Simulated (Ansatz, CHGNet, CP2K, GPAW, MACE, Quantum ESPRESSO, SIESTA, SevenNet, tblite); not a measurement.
## GPAW on C(110) slab, H on the bottom face, stepped (108 atoms): settings against a plane-wave reference

Aim: run C(110) slab, H on the bottom face, stepped (108 atoms) in GPAW and see how near its forces come to a plane-wave reference, and at what cost.

Program: GPAW 26.7.0. Level of theory: the method is named at each step. Results are calculated unless marked as measured.

## Step 1: Set-up

The cell holds 108 atoms: 84 C and 24 H. Cell: a = 10.089 Å, b = 10.701 Å, c = 14.673 Å, α = 90.0°, β = 90.0°, γ = 90.0°. It derives from C (diamond-structure). Diamond-structure C (a = 3.567 Å), (110) slab of 4 atomic planes, 4 x 3 surface cells, H on the broken bonds of the bottom face, 10 Å of vacuum; the top repeat layer removed from part of the cell (two steps); displaced by a Gaussian of 0.02 Å. Then every atom was moved at random, 0.03 Å r.m.s. a Cartesian component (hydrogen 0.6 of that). Regions: slab, 84 atoms (84 C); hydrogen, 24 atoms (24 H). Vacuum lies along c.

The yardstick, on the same geometry:

```
method                 : Kohn-Sham DFT, PBE, PAW, plane waves (Ansatz 0.2.0); cutoff 420 eV, Γ point, fermi-dirac smearing of 0.05 eV; PAW set soft_2
r.m.s. force component : 1.588 eV/Å
longest force          : 6.015 eV/Å
SCF cycles             : 14
time                   : 12 s on 8 threads of Arm Neoverse V2, shared host
CPU time               : 84 s
```

## Step 2: PBE, LCAO dzp, h 0.2 Å

Method: Kohn-Sham DFT, PBE, PAW, atomic orbitals (dzp).

run.py

```python
import numpy as np
from ase.io import read
from gpaw import GPAW, FermiDirac
from ase.parallel import parprint as print

atoms = read("structure.xyz")
atoms.calc = GPAW(
    mode="lcao",
    basis="dzp",
    h=0.2,
    xc="PBE",
    kpts={"size": (1, 1, 1), "gamma": True},
    occupations=FermiDirac(0.05),
    maxiter=200,
    symmetry={"point_group": False},
    txt="gpaw.txt",
)
energy = atoms.get_potential_energy(force_consistent=True)
forces = atoms.get_forces()
print(f"energy {energy:.6f} eV")
print("forces (eV/A)")
for i, (a, f) in enumerate(zip(atoms, forces)):
    print(f"{i:4d} {a.symbol:2s} {f[0]:10.5f} {f[1]:10.5f} {f[2]:10.5f}")
print(f"Fermi level {atoms.calc.get_fermi_level():.4f} eV")
for k in range(len(atoms.calc.get_ibz_k_points())):
    for s in range(atoms.calc.get_number_of_spins()):
        e = atoms.calc.get_eigenvalues(kpt=k, spin=s)
        n = np.searchsorted(e, atoms.calc.get_fermi_level())
        print(f"k {k} spin {s} levels about the Fermi level:", np.round(e[max(n - 6, 0):n], 4).tolist(), "|", np.round(e[n:n + 6], 4).tolist())
```

structure.xyz

```xyz
108
Lattice="10.08900 0.00000 0.00000 0.00000 10.70100 0.00000 0.00000 0.00000 14.67336" Properties=species:S:1:pos:R:3 pbc="T T T"
C 8.79720 1.82891 5.90412
C 0.00666 0.87235 5.88475
C 10.04834 0.02301 7.15370
C 8.83110 2.70596 7.15884
C 8.80487 1.72661 8.33315
C 0.01645 0.94640 8.42383
C 10.08718 0.03371 9.66387
C 1.24882 1.76609 5.87756
C 2.52548 0.91825 5.89179
C 2.53244 10.64386 7.16500
C 1.20876 2.68809 7.14754
C 1.26980 1.81446 8.44555
C 2.46383 0.90969 8.41004
C 2.49309 10.67243 9.65316
C 1.26839 2.72950 9.64524
C 8.84947 5.36869 5.91014
C 0.01069 4.44413 5.89238
C 0.05105 3.58387 7.18437
C 8.81022 6.26779 7.15062
C 8.77844 5.35093 8.42207
C 10.05682 4.46531 8.37174
C 10.07790 3.58815 9.61311
C 3.80597 1.77562 5.88402
C 5.02916 0.89995 5.88211
C 5.03310 0.01295 7.18246
C 3.75291 2.70949 7.13521
C 3.77873 1.79830 8.40387
C 5.01686 0.84934 8.39815
C 3.76975 2.69965 9.70848
C 1.24962 5.32696 5.92217
C 2.50631 4.42208 5.88431
C 2.49874 3.60014 7.15458
C 1.25870 6.28438 7.13786
C 1.33064 5.39630 8.44936
C 2.52921 4.46692 8.38494
C 2.53426 3.57959 9.64098
C 1.26022 6.25420 9.67928
C 8.81214 8.91832 5.89898
C 10.06388 8.02896 5.91923
C 0.04177 7.13650 7.14226
C 8.83928 9.82095 7.16265
C 8.82061 8.92870 8.34767
C 10.06398 8.05946 8.34958
C 10.07286 7.09904 9.71729
C 6.31339 1.80590 5.87653
C 7.56403 0.88872 5.88504
C 7.55242 0.00364 7.13786
C 6.31703 2.66498 7.11130
C 6.32923 1.74298 8.39023
C 7.56322 0.81927 8.38260
C 3.77752 5.37704 5.89737
C 5.07103 4.52139 5.86656
C 5.02452 3.56557 7.14167
C 3.84209 6.28256 7.13698
C 3.83271 5.36120 8.45171
C 5.02281 4.48040 8.44745
[... 48 atom lines left out ...]
H 3.76925 9.54272 5.02137
H 5.02856 7.40766 4.96752
H 6.28898 9.54016 5.00083
H 7.57008 7.40338 4.99643
```

Run with:

```
$ OMP_NUM_THREADS=1 mpirun -np 2 gpaw python run.py > output.txt
```

What it wrote:

```text
energy -775.974667 eV
forces (eV/A)
   0 C     1.45251   -3.16826    0.01515
   1 C    -1.14826    2.92391    1.16759
   2 C     2.37502   -0.95802   -0.42778
   3 C    -0.09680   -0.59254    0.23366
   4 C     0.81714    0.02250    0.34905
   5 C    -2.19606   -0.52362    1.13544
   6 C     2.69636   -3.93968   -1.24647
   7 C     0.12538   -0.05037    0.87597
   8 C     0.11257    0.46444    1.37966
   9 C    -0.75885    2.39050   -0.98159
  10 C     2.63252   -0.27211    0.07222
  11 C    -0.67930   -1.11479   -0.09963
  12 C     2.01348    0.21624    1.58955
  13 C     2.33085   -4.09739   -1.02767
  14 C    -2.74832    3.79567   -0.56283
  15 C    -0.85746   -1.76256   -0.18807
  16 C    -0.36248    1.83152    0.39459
  17 C    -3.03915   -0.84334   -2.34192
  18 C     0.78787   -0.23014    0.61958
  19 C     2.23196   -0.25281   -1.31772
  20 C     0.18803    2.20287    3.24313
  21 C     2.78490   -3.34321   -0.82572
  22 C    -1.48596   -0.67719    1.31693
  23 C     1.07811    1.34169    1.17374
[...]
100 H    -0.09827    0.15278   -0.47901
 101 H     0.20740   -0.41838   -1.03512
 102 H     0.08283    0.41245   -0.47655
 103 H     0.17726   -0.27021   -0.85543
 104 H     0.04251    0.90821   -1.46815
 105 H    -0.12240    0.04201   -0.01403
 106 H     0.08744    0.99979   -1.53523
 107 H     0.01157   -0.32552   -0.53091
Fermi level 1.0555 eV
k 0 spin 0 levels about the Fermi level: [0.2047, 0.3758, 0.4084, 0.8577, 0.9053, 1.054] | [1.0792, 1.1378, 1.2993, 1.3374, 1.394, 1.5257]
```

gpaw.txt:

```text
Input parameters:
  mode=LCAO(),
  basis={'default': 'dzp'},
  h=0.2,
  kpts=MonkhorstPack(size=(1, 1, 1), gamma=True),
  maxiter=200,
  occupations=Occupations(name='fermi-dirac', width=0.05, fixmagmom=False),
  symmetry=Symmetry(point_group=False),
  xc=XC(name='PBE')
Unit cell  # Å
| periodic |         x |         y |         z |   lengths |    angles |
|----------|-----------|-----------|-----------|-----------|-----------|
|      yes | 10.089000 |  0.000000 |  0.000000 | 10.089000 | 90.000000 |
|      yes |  0.000000 | 10.701000 |  0.000000 | 10.701000 | 90.000000 |
|      yes |  0.000000 |  0.000000 | 14.673360 | 14.673360 | 90.000000 |
Number of symmetries: 1
Symmetry operations  # r_c * U_cc + t_c -> r_c
|   | kind |            matrix            |
|---|------|------------------------------|
| 0 |  E   |  1, 0, 0,  0, 1, 0,  0, 0, 1 |
BZ-sampling:
  Number of BZ points: 1
  Number of IBZ points: 1
  Monkhorst-Pack size: [1, 1, 1]
  Monkhorst-Pack shift: [0, 0, 0]
[... lines left out ...]
      Number of RI-basis functions 0
Reference energy: -86620.525594  # eV
eigensolver:
density mixing:
  MSR1-Mixer
occupation numbers:
  Fermi-Dirac:
    width: 0.0500  # eV
FastPoissonSolver using
    Stencil: 6*3+1=19 point O(h^6) finite-difference Laplacian
xc functional:
  name: PBE with 2 nearest neighbor stencil
interpolation: tri-quintic # 5. degree polynomial
Initialization done in: 4.738 s
convergence criteria:
- Maximum [total energy] change in last 3 cyles: 0.0005 eV / valence electron
- Maximum integral of absolute [dens]ity change: 0.0001 electrons / valence electron
- Maximum integral of absolute [eigenst]ate change: 4e-08 eV^2 / valence electron
maximum number of iterations: 200
SCF iterations
|iter     |      energy | eigst |  dens |
|---------|-------------|-------|-------|
|iter:   1| -787.468843 |      c|       |
|iter:   2| -785.307079 |      c| -0.88 |
|iter:   3| -858.015060 |      c| -0.91 |
|iter:   4| -802.404295 |      c| -0.92 |
[...]
|iter:   9| -776.385663c|      c| -1.78 |
[...]
|iter:  11| -775.949042 |      c| -2.02 |
|iter:  12| -775.903677 |      c| -2.28 |
|iter:  13| -775.873129c|      c| -2.44 |
|iter:  14| -775.868928c|      c| -2.73 |
[...]
|iter:  20| -775.866608c|      c| -3.70 |
|iter:  21| -775.866427c|      c| -3.97 |
|iter:  22| -775.866514c|      c| -4.04c|
Converged in 22 steps
SCF loop duration: 115.430 s (5.247 s/step)
Energy contributions relative to reference atoms: (reference = -86620.525594)
Energy contributions:
  Kinetic:         556.576085
  Coulomb:        -557.903432
  Zero:             10.024628
  External:          0.000000
  Xc:             -784.455642
  Entropy:          -0.216305
  Spinorbit:         0.000000
  ----------------------------
  Free energy:    -775.974667
  Extrapolated:   -775.866514
dipole moment: (41.411989, -57.454562, -3.315729)  # |e|*Ang
Fermi level: 1.056
Eigenvalues  # (at kpt = [0.000, 0.000, 0.000])
| band index |      eig [eV] | occ [0-2] |
|------------|---------------|-----------|
|          0 |       -19.846 |     2.000 |
|        ... |               |           |
|        172 |         0.047 |     2.000 |
|        173 |         0.084 |     2.000 |
[...]
|        187 |         1.809 |     0.000 |
|        ... |               |           |
|        219 |         7.617 |     0.000 |
Gap: 0.025 eV
Transition (v -> c):
  (s=0, k=0, n=179, [0.00, 0.00, 0.00]) -> (s=0, k=0, n=180, [0.00, 0.00, 0.00])
No difference between direct/indirect transitions
Force computation time: 10.514  # s
```

Run time: 2.2 min. Hardware: 2 MPI ranks of Arm Neoverse V2, shared host; peak memory 1.3 GiB; 4.4 min of CPU time.

Banners, paths, timers and routine set-up lines are dropped from the logs unmarked, and long logs keep their key lines alone; longer cuts are marked.

Numbers from this run, and their distance from the reference:

* r.m.s. force component: 1.615 eV/Å
* r.m.s. difference of force components: 194.8 meV/Å
* longest difference of force vectors: 610.4 meV/Å
* force difference over r.m.s. force: 12.27 %
* slope of forces against the reference's: 1.01
* correlation of force components: 0.9927

Length of the force difference by element (eV/Å):

| element | atoms | mean | most |
| --- | --- | --- | --- |
| C | 84 | 0.26 | 0.45 |
| H | 24 | 0.49 | 0.61 |

The surroundings of C84, which bears the longest force among the free atoms, nearest first, numbered as they follow in the input and with coordinates relative to it.

```
atom      x      y      z  distance (Å)  bonds     Fx     Fy  Fz (eV/Å)
 C84   0.00   0.00   0.00          0.00      3  -2.15   5.45       0.09
 C81  -0.07  -0.82  -1.28          1.52      4   0.25  -2.59       1.64
 C42   1.19   0.96  -0.06          1.53      3   0.79  -2.44       0.81
 C83  -1.34   0.94   0.03          1.64      3   0.73  -4.23      -0.76
 C19   1.18  -1.70  -1.26          2.42      4   0.79  -0.23       0.62
 C43   2.43   0.09  -0.06          2.44      4   0.08  -0.18       2.75
 C80  -0.05   0.02  -2.49          2.50      4  -0.90   3.82      -0.82
 C69  -1.33  -1.73  -1.28          2.53      4  -0.61   1.95       1.53
 C41   1.21   1.85  -1.25          2.54      4  -1.75   0.86      -0.64
 C82  -1.38   1.81  -1.22          2.59      4   2.24   2.16      -0.55
 C77  -2.62   0.09  -0.03          2.62      3   0.15   0.38       0.68
```

Atoms are counted from 1 here, from 0 in the log.

Forces lie 12 % from the reference's, at 3.2 times its CPU time (on 2 against 8 cores).

## Step 3: PBE, plane waves 550 eV

Method: Kohn-Sham DFT, PBE, PAW, plane waves.

Edit run.py of step 2 so:

```diff
@@ -2,3 +2,3 @@
 from ase.io import read
-from gpaw import GPAW, FermiDirac
+from gpaw import GPAW, FermiDirac, PW
 from ase.parallel import parprint as print
@@ -7,5 +7,3 @@
 atoms.calc = GPAW(
-    mode="lcao",
-    basis="dzp",
-    h=0.2,
+    mode=PW(550),
     xc="PBE",
@@ -15,2 +13,3 @@
     symmetry={"point_group": False},
+    nbands=216,
     txt="gpaw.txt",
```

structure.xyz is that of step 2.

What it wrote:

```text
energy -794.141819 eV
forces (eV/A)
   0 C     1.39370   -2.94555   -0.19897
   1 C    -1.05518    2.69415    0.93021
   2 C     2.24970   -0.94616   -0.45974
   3 C    -0.21755   -0.66270    0.24035
   4 C     0.90140   -0.16436    0.15325
   5 C    -2.25088   -0.47335    1.27899
   6 C     2.88990   -3.89132   -1.46292
   7 C     0.13256    0.03422    0.70035
   8 C     0.09442    0.35068    1.04739
   9 C    -0.76122    2.26170   -0.95094
  10 C     2.47952   -0.14310    0.10628
  11 C    -0.63996   -1.18038    0.02632
[...]
103 H     0.20225    0.01981   -0.49202
 104 H     0.03591    0.60138   -1.05467
 105 H    -0.12477    0.28998    0.30893
 106 H     0.09446    0.67142   -1.09421
 107 H     0.01428   -0.04641   -0.17551
Fermi level 0.9494 eV
k 0 spin 0 levels about the Fermi level: [-0.0281, 0.0936, 0.2712, 0.3003, 0.7521, 0.7997] | [0.9506, 0.9738, 1.0252, 1.1939, 1.228, 1.2881]
```

gpaw.txt:

```text
Input parameters:
  mode=PW(ecut=550.0),
  kpts=MonkhorstPack(size=(1, 1, 1), gamma=True),
  maxiter=200,
  nbands=216,
  occupations=Occupations(name='fermi-dirac', width=0.05, fixmagmom=False),
  symmetry=Symmetry(point_group=False),
  xc=XC(name='PBE')
[... lines left out ...]
  Converge bands: occupied
[... lines left out ...]
  Fermi-Dirac:
[... lines left out ...]
convergence criteria:
- Maximum [total energy] change in last 3 cyles: 0.0005 eV / valence electron
[... lines left out ...]
Converged in 23 steps
[... lines left out ...]
  Free energy:    -794.141819
[... lines left out ...]
Fermi level: 0.949
[... lines left out ...]
|          0 |       -19.905 |     2.000 |
|        ... |               |           |
|        171 |        -0.173 |     2.000 |
|        172 |        -0.040 |     2.000 |
[...]
|        186 |         1.518 |     0.000 |
|        ... |               |           |
|        215 |         6.806 |     0.000 |
Gap: 0.151 eV
Transition (v -> c):
  (s=0, k=0, n=178, [0.00, 0.00, 0.00]) -> (s=0, k=0, n=179, [0.00, 0.00, 0.00])
No difference between direct/indirect transitions
Force computation time: 8.371  # s
timing:  # [seconds]
  Total:  273.619  # ━━━━━━━━━━━━━━━━━━━━━━━━━━━━━━━━━━━━━━━━━━━━━━━━━━━━━━━━
  Init:    13.849  # ━━━
  SCF:    251.374  # ━━━━━━━━━━━━━━━━━━━━━━━━━━━━━━━━━━━━━━━━━━━━━━━━━━━╸
  Forces:   8.371  # ━╸
```

The job ended after 4.6 min (2 MPI ranks; peak memory 1.8 GiB).

Compared with the plane-wave run:

```yaml
r_m_s_force_component: 1.591 eV/Å
r_m_s_difference_of_force_components: 14.74 meV/Å
longest_difference_of_force_vectors: 49.7 meV/Å
force_difference_over_r_m_s_force: 0.9284 %
slope_of_forces_against_the_reference_s: 1.002
correlation_of_force_components: 1
```

Against the first run (12 %), the force difference from the reference is 0.93 %, at 2.1 times the CPU time.

## Step 4: PBE, LCAO dzp, h 0.2 Å, other mixer settings

Method: Kohn-Sham DFT, PBE, PAW, atomic orbitals (dzp).

Edit run.py of step 3 so:

```diff
@@ -2,3 +2,3 @@
 from ase.io import read
-from gpaw import GPAW, FermiDirac, PW
+from gpaw import GPAW, FermiDirac, Mixer
 from ase.parallel import parprint as print
@@ -7,3 +7,5 @@
 atoms.calc = GPAW(
-    mode=PW(550),
+    mode="lcao",
+    basis="dzp",
+    h=0.2,
     xc="PBE",
@@ -11,5 +13,5 @@
     occupations=FermiDirac(0.05),
+    mixer=Mixer(0.03, 7, 100),
     maxiter=200,
     symmetry={"point_group": False},
-    nbands=216,
     txt="gpaw.txt",
```

structure.xyz is that of step 3.

What it wrote:

```text
energy -775.974642 eV
forces (eV/A)
   0 C     1.45107   -3.16976    0.01869
   1 C    -1.14798    2.92448    1.16928
   2 C     2.37491   -0.95444   -0.42572
   3 C    -0.09953   -0.59497    0.23643
   4 C     0.80956    0.02912    0.36922
   5 C    -2.19843   -0.52435    1.14059
   6 C     2.69402   -3.92972   -1.23114
   7 C     0.12589   -0.05128    0.87725
   8 C     0.11232    0.46477    1.38124
   9 C    -0.75928    2.39064   -0.98116
  10 C     2.63329   -0.26937    0.07247
  11 C    -0.67726   -1.11250   -0.09890
  12 C     2.01460    0.21586    1.59336
  13 C     2.33510   -4.09627   -1.03374
  14 C    -2.74665    3.79721   -0.57360
  15 C    -0.85763   -1.76349   -0.18732
  16 C    -0.36291    1.83242    0.39563
  17 C    -3.03781   -0.84582   -2.34439
  18 C     0.78927   -0.22971    0.61532
  19 C     2.23397   -0.26068   -1.33253
  20 C     0.18960    2.20022    3.24280
  21 C     2.78186   -3.34303   -0.82536
  22 C    -1.48566   -0.67775    1.31903
  23 C     1.07818    1.34328    1.17686
[...]
100 H    -0.09821    0.15277   -0.47927
 101 H     0.20740   -0.41867   -1.03525
 102 H     0.08269    0.41238   -0.47741
 103 H     0.17725   -0.27046   -0.85600
 104 H     0.04249    0.90808   -1.46848
 105 H    -0.12263    0.04223   -0.01455
 106 H     0.08730    0.99974   -1.53534
 107 H     0.01156   -0.32520   -0.53175
Fermi level 1.0554 eV
k 0 spin 0 levels about the Fermi level: [0.2047, 0.3756, 0.4083, 0.8579, 0.9051, 1.054] | [1.0787, 1.1378, 1.2992, 1.3372, 1.3941, 1.5256]
```

gpaw.txt:

```text
Input parameters:
  mode=LCAO(),
  basis={'default': 'dzp'},
  h=0.2,
  kpts=MonkhorstPack(size=(1, 1, 1), gamma=True),
  maxiter=200,
  mixer=Pulay(name='pulay', nmaxold=7, beta=0.03, weight=100, sigma=0.015, g_ss=None),
  occupations=Occupations(name='fermi-dirac', width=0.05, fixmagmom=False),
  symmetry=Symmetry(point_group=False),
  xc=XC(name='PBE')
Unit cell  # Å
[... lines left out ...]
  Fermi-Dirac:
[... lines left out ...]
convergence criteria:
- Maximum [total energy] change in last 3 cyles: 0.0005 eV / valence electron
[... lines left out ...]
Converged in 25 steps
[... lines left out ...]
  Coulomb:        -558.830598
  Zero:             10.137339
  External:          0.000000
  Xc:             -784.518323
  Entropy:          -0.216348
  Spinorbit:         0.000000
  ----------------------------
  Free energy:    -775.974642
  Extrapolated:   -775.866468
dipole moment: (41.412377, -57.451953, -3.315500)  # |e|*Ang
Fermi level: 1.055
Eigenvalues  # (at kpt = [0.000, 0.000, 0.000])
| band index |      eig [eV] | occ [0-2] |
|------------|---------------|-----------|
|          0 |       -19.847 |     2.000 |
|        ... |               |           |
|        172 |         0.047 |     2.000 |
|        173 |         0.084 |     2.000 |
[...]
|        187 |         1.809 |     0.000 |
|        ... |               |           |
|        219 |         7.617 |     0.000 |
Gap: 0.025 eV
Transition (v -> c):
  (s=0, k=0, n=179, [0.00, 0.00, 0.00]) -> (s=0, k=0, n=180, [0.00, 0.00, 0.00])
No difference between direct/indirect transitions
Force computation time: 10.622  # s
```

Run time: 2.4 min. Hardware: 2 MPI ranks; peak memory 1.2 GiB.

Numbers from this run, and their distance from the reference:

| Property | Result |
| --- | --- |
| r.m.s. force component | 1.615 eV/Å |
| r.m.s. difference of force components | 194.7 meV/Å |
| longest difference of force vectors | 610.3 meV/Å |
| force difference over r.m.s. force | 12.26 % |
| slope of forces against the reference's | 1.01 |
| correlation of force components | 0.9928 |
| energy less the same-level run's | 0.0002 meV/atom |
| r.m.s. force difference from the same-level run | 7.826 meV/Å |

Against the first run (12 %), the force difference from the reference is 12 %, at 1.1 times the CPU time: another solver or mixer reaches the same state.

(Continued in part 2 of 2.)

[Also dropped from logs without a mark: logging warnings of Python, and SIESTA's first energy breakdown and zero terms.]

[Logs are printed without paths, hosts, clocks, repeated set-up lines and the standing remarks that a program may print on its own settings, such as how far it seeks lower states.]

[Hosts, paths, dates, database ids (printed as entryN), source tags and the programs' standing remarks are cut or masked in the printed files.]
